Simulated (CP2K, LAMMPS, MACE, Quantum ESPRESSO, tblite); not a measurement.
# Bulk modulus two ways: glassy 58SiO2-21B2O3-11Na2O-11K2O (mol %) (65 atoms), QE, PBE

The cell holds 65 atoms (11 Si, 8 B, 4 Na, 4 K and 38 O). Recipe: 65 atoms (11 Si, 8 B, 4 Na, 4 K, 38 O) placed at random at 2.27 g/cm³, melted at 3000 K for 20 ps at fixed volume with the Buckingham and Coulomb pair potential of Guillot and Sator (Geochim. Cosmochim. Acta 71, 1249 (2007)) with the boron terms of Wang et al. (J. Non-Cryst. Solids 498, 294 (2018)). Quenched from 3000 K to 300 K at 20 K/ps and fixed volume, held 10 ps at zero pressure. Then the atoms were relaxed with MACE MP-0b3 medium in the fixed cell.

Calculated with Quantum ESPRESSO 7.5: PBE; plane waves, SSSP efficiency, 60/480 Ry; k-points Γ. The cell is scaled evenly by ±3 % in volume, and MACE MP-0b3 medium relaxes the atoms at each volume before the single point.

| volume (Å³/atom) | energy less the middle row's (meV/atom) | pressure (GPa) |
| --- | --- | --- |
| 13.370 | 2.459 | 1.507 |
| 13.784 | 0.000 | 0.175 |
| 14.197 | 0.449 | -1.050 |

**Question.** Find the bulk modulus at the middle volume from the pressures and from the energies, and check the printed pressure against the slope of the energy (1 meV/Å³ = 0.16022 GPa).

Worked:

The step is h = 0.4135 Å³. From pressures: B = −V dP/dV = 13.784 × (1.507 − (-1.050)) / (2 × 0.4135) = 42.6 GPa.

From energies: B = V d²E/dV² = 13.784 × (2.459 + (0.449)) / 0.4135² = 234.4 meV/Å³ = 37.6 GPa.

Slope: P = −dE/dV = −(0.449 − (2.459)) / (2 × 0.4135) = 2.43 meV/Å³ = 0.39 GPa, against 0.17 GPa printed.

The modulus from energies lies 12 % under that from pressures.

A central difference over ±3 % overstates P by about B(1 + B′)(0.03)²/6, some 0.03 GPa for B′ = 4, which is small against the gap found. The atoms follow MACE MP-0b3 medium, so this level's forces do work along the path, which enters the energies but not the printed pressures. A stress printed at a finite cutoff holds the number of plane waves fixed and tends to come out low, which is the sign found here.

Limits: three points, a static cell at zero temperature, the cell shape held.

[Hosts, paths, dates, database ids (printed as entryN), source tags and the programs' standing remarks are cut or masked in the printed files.]
